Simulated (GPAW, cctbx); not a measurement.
# MgCd3O4: the scripts behind a bonding study

Short scripts, each with its output. The cell is our own: ordered rocksalt alloy in the eight-atom cube, 3 of 4 Mg sites given to Cd.

**1. Build the all-electron density and subtract free atoms**

```text
cell
1.0
     4.675605300    0.000000000    0.000000000
     0.000000000    4.675605300    0.000000000
     0.000000000    0.000000000    4.675605300
Cd Mg O
3 1 4
Direct
0.000000000 0.000000000 0.500000000
0.000000000 0.500000000 0.000000000
0.500000000 0.000000000 0.000000000
0.500000000 0.500000000 0.500000000
0.500000000 0.000000000 0.500000000
0.500000000 0.500000000 0.000000000
0.000000000 0.000000000 0.000000000
0.000000000 0.500000000 0.500000000
```

```python
import numpy as np
from ase.io import read
from ase.units import Bohr
from gpaw import GPAW, PW, FermiDirac
from gpaw.calculator import GPAW as OldGPAW
from gpaw.mpi import serial_comm, world
from scipy.special import erfc
from scipy.spatial import cKDTree

atoms = read("cell.vasp")
atoms.calc = GPAW(mode=PW(600), xc="PBE", kpts={"size": (5, 5, 5), "gamma": True},
                 occupations=FermiDirac(0.02), maxiter=160, symmetry={"tolerance": 1e-5}, txt="scf.txt")
atoms.get_potential_energy()
rho = atoms.calc.get_all_electron_density(gridrefinement=2)
moments = atoms.get_magnetic_moments() if atoms.calc.get_number_of_spins() == 2 else np.zeros(len(atoms))
total = atoms.get_magnetic_moment() if moments.any() else 0.0
if world.rank == 0:
    free = OldGPAW(mode=PW(600), xc="PBE", txt=None, communicator=serial_comm)
    neutral = atoms.copy()
    neutral.set_initial_magnetic_moments(None)
    free.initialize(neutral)
    free.set_positions(neutral)
    drho = rho - free.get_all_electron_density(gridrefinement=2)
    # GPAW starts from confined atoms: exchange their smooth part for that of the datasets' free atoms
    h = np.stack(np.meshgrid(*[np.fft.fftfreq(n, 1 / n) for n in drho.shape], indexing="ij"), -1)
    gabs = np.linalg.norm(h @ atoms.cell.reciprocal(), axis=-1)
    tails = np.fft.fftn(free.get_pseudo_density(gridrefinement=2))
    g, form, v0 = np.linspace(0, gabs.max(), 1500), {}, 0
    for e in set(atoms.symbols):
        idx = atoms.symbols.search(e)
        d = free.setups[idx[0]].data
        r, w = d.rgd.r_g * Bohr, d.rgd.r_g**2 * d.rgd.dr_g
        j0 = np.sinc(2 * g[:, None] * r)
        smooth = sum(f * p**2 for f, p in zip(d.f_j, d.phit_jg)) + np.sqrt(4 * np.pi) * d.nct_g
        full = sum(f * p**2 for f, p in zip(d.f_j, d.phi_jg)) + np.sqrt(4 * np.pi) * d.nc_g
        phase = sum(np.exp(-2j * np.pi * h @ s) for s in atoms.get_scaled_positions()[idx])
        tails -= np.interp(gabs, g, j0 @ (smooth * w)) * phase * drho.size / atoms.get_volume()
        form[e] = j0 @ (full * w)
        v0 += 2 * np.pi / 3 * 14.3996 * (full * w * r**2).sum() * len(idx)  # V A^3
    tails *= 0.5 * erfc((gabs - 1.8) / 0.25)  # the tails differ at long wavelengths alone
    drho += np.fft.ifftn(tails).real  # crystal minus superposed spherical free atoms
    np.save("drho.npy", drho)
    dv = atoms.get_volume() / drho.size
    print("grid", drho.shape, " electrons %.3f" % (rho.sum() * dv), " moved by bonding %.3f e" % (abs(drho).sum() * dv / 2))
    pts = np.indices(drho.shape).reshape(3, -1).T / drho.shape @ atoms.cell
    shifts = (np.indices((3, 3, 3)).reshape(3, -1).T - 1) @ atoms.cell
    images = (atoms.positions[None] + shifts[:, None]).reshape(-1, 3)
    dist, idx = cKDTree(images).query(pts, k=4)
    out = drho.ravel()[dist[:, 0] > 0.5]
    print("deformation density beyond 0.5 A of the nuclei: max %.3f, min %.3f e/A^3" % (out.max(), out.min()))
    tie = dist < dist[:, :1] + 1e-4
    q = -np.bincount((idx % len(atoms))[tie], (drho.ravel()[:, None] / tie.sum(1, keepdims=True) * tie)[tie], len(atoms)) * dv
    print("atom        x       y       z   Voronoi charge  moment")
    for a, s, c, m in zip(atoms, atoms.get_scaled_positions(), q, moments):
        print("%-2s%-3d %7.4f %7.4f %7.4f %10.3f %10.2f" % (a.symbol, a.index + 1, *s, c, m))
    np.savez("free.npz", g=g, **form)
    print("mean inner potential of superposed free atoms %.3f V" % (v0 / atoms.get_volume()))
    print("total magnetic moment %.3f muB" % total)
```

```console
$ OMP_NUM_THREADS=1 mpirun -n 4 gpaw python run.py > gpaw.log
```

```text
grid (54, 54, 54)  electrons 188.000  moved by bonding 2.185 e
deformation density beyond 0.5 A of the nuclei: max 0.191, min -0.086 e/A^3
atom        x       y       z   Voronoi charge  moment
Cd1    0.0000  0.0000  0.5000      0.437       0.00
Cd2    0.0000  0.5000  0.0000      0.437       0.00
Cd3    0.5000  0.0000  0.0000      0.437       0.00
Mg4    0.5000  0.5000  0.5000      0.397       0.00
O 5    0.5000  0.0000  0.5000     -0.434       0.00
O 6    0.5000  0.5000  0.0000     -0.434       0.00
O 7    0.0000  0.0000  0.0000     -0.406       0.00
O 8    0.0000  0.5000  0.5000     -0.434       0.00
mean inner potential of superposed free atoms 18.779 V
total magnetic moment 0.000 muB
```

Time: 16 s on 4 cores of Arm Neoverse V2 (shared host), peak memory 0.79 GiB.

**2. Fourier-transform the difference**

```python
from cctbx import adptbx, crystal, miller, xray
from cctbx.eltbx import tiny_pse
import numpy as np

cs = crystal.symmetry(unit_cell=(4.6756, 4.6756, 4.6756, 90, 90, 90), space_group_symbol='Hall: -P 4 2 3')  # Pm-3m
atoms = [  # label, site, U (iso, or U11 U22 U33 U12 U13 U23 in A^2), occupancy
    ("Cd1", (0, 0, 0.5), 0.0000, 1),
    ("Mg1", (0.5, 0.5, 0.5), 0.0000, 1),
    ("O1", (0.5, 0, 0.5), 0.0000, 1),
    ("O2", (0, 0, 0), 0.0000, 1),
]
xs = xray.structure(crystal_symmetry=cs)
for label, site, u, occ in atoms:
    u = adptbx.u_cif_as_u_star(cs.unit_cell(), u) if isinstance(u, tuple) else u
    xs.add_scatterer(xray.scatterer(label, site=site, u=u, occupancy=occ))
xs.scattering_type_registry(table="wk1995")
drho = np.load("drho.npy")
T = np.array([[1, 0, 0], [0, 1, 0], [0, 0, 1]])  # conventional axes in terms of the primitive ones
dF = np.fft.ifftn(drho) * 102.21474  # electrons a conventional cell, indexed by primitive hkl
ms = miller.build_set(cs, anomalous_flag=False, d_min=0.9).sort("resolution")
iam = ms.structure_factors_from_scatterers(xs, algorithm="direct").f_calc()
p1 = xs.expand_to_p1()
z = np.array([tiny_pse.table(sc.scattering_type).atomic_number() for sc in p1.scatterers()])
x = np.array(p1.sites_frac())
free = np.load("free.npz")
print("static structure factors of the conventional cell: F in electrons, V (Mott-Bethe) in volts")
print("   h  k  l      d  |F| table  |F| free   |F| DFT   change   |V| free  |V| DFT  change %")
for h, d, table in list(zip(ms.indices(), ms.d_spacings().data(), iam.data()))[:26]:
    df = dF[tuple(np.rint(np.linalg.solve(T, h)).astype(int))]
    phase = np.exp(2j * np.pi * x @ h)
    f = sum(np.interp(1 / d, free["g"], free[sc.scattering_type]) * p for sc, p in zip(p1.scatterers(), phase))
    fz = (z * phase).sum()
    c = 14.3996 * d * d / (np.pi * cs.unit_cell().volume())
    v0, v1 = abs(fz - f) * c, abs(fz - f - df) * c
    print("%4d%3d%3d %7.4f %9.3f %9.3f %9.3f %8.3f %9.3f %8.3f %8s" % (h + (d, abs(table), abs(f), abs(f + df), abs(f + df) - abs(f), v0, v1, "%.1f" % (100 * (v1 / v0 - 1)) if v0 > 0.02 else "-")))
```

```console
$ python run.py
```

```text
static structure factors of the conventional cell: F in electrons, V (Mott-Bethe) in volts
   h  k  l      d  |F| table  |F| free   |F| DFT   change   |V| free  |V| DFT  change %
   0  1  0  4.6756    34.093    34.096    34.042   -0.054     1.867    1.920      2.8
   0  1  1  3.3061    32.370    32.354    32.358    0.005     1.787    1.785     -0.1
   1  1  1  2.6995   104.893   104.947   103.576   -1.371     6.226    6.674      7.2
   0  2  0  2.3378   144.426   144.116   145.189    1.072    10.755   10.492     -2.4
   0  2  1  2.0910    28.413    28.376    28.448    0.072     1.495    1.481     -1.0
   1  2  1  1.9088    27.403    27.370    27.471    0.101     1.410    1.394     -1.2
   0  2  2  1.6531   123.000   122.786   123.184    0.398     7.991    7.942     -0.6
   1  2  2  1.5585    24.988    24.976    25.075    0.100     1.201    1.190     -0.9
   0  3  0  1.5585    24.988    24.976    24.966   -0.009     1.201    1.202      0.1
   0  3  1  1.4786    24.338    24.335    24.350    0.016     1.144    1.142     -0.1
   1  3  1  1.4097    84.525    84.424    84.764    0.340     3.527    3.497     -0.9
   2  2  2  1.3497   108.995   108.937   109.043    0.106     6.459    6.450     -0.1
   0  3  2  1.2968    22.723    22.744    22.768    0.024     1.000    0.998     -0.2
   1  3  2  1.2496    22.273    22.301    22.337    0.036     0.959    0.957     -0.3
   0  4  0  1.1689    99.012    99.081    99.199    0.118     5.448    5.441     -0.1
   2  3  2  1.1340    21.125    21.172    21.193    0.022     0.855    0.854     -0.1
   0  4  1  1.1340    21.125    21.172    21.215    0.043     0.855    0.853     -0.3
   1  4  1  1.1020    20.799    20.849    20.902    0.053     0.825    0.822     -0.3
   0  3  3  1.1020    20.799    20.849    20.848   -0.001     0.825    0.825      0.0
   1  3  3  1.0727    73.026    73.058    73.183    0.125     2.628    2.622     -0.2
   0  4  2  1.0455    91.557    91.704    91.702   -0.002     4.720    4.720      0.0
   1  4  2  1.0203    19.951    20.009    20.038    0.029     0.746    0.745     -0.2
   2  3  3  0.9968    19.706    19.765    19.764   -0.001     0.723    0.723      0.0
   2  4  2  0.9544    85.811    85.986    85.930   -0.056     4.167    4.169      0.1
   0  4  3  0.9351    19.061    19.116    19.117    0.000     0.662    0.662     -0.0
   0  5  0  0.9351    19.061    19.116    19.097   -0.019     0.662    0.663      0.1
```

Time: 0.31 s on 1 core of Arm Neoverse V2 (shared host), peak memory 0.08 GiB.

[Outputs are excerpts: Python notices, other lines and further rows are left out; steps that failed or that the build refused (PBEsol, TPSS) are not shown.]

[Logs are printed without paths, hosts, clocks, repeated set-up lines and the standing remarks that a program may print on its own settings, such as how far it seeks lower states.]
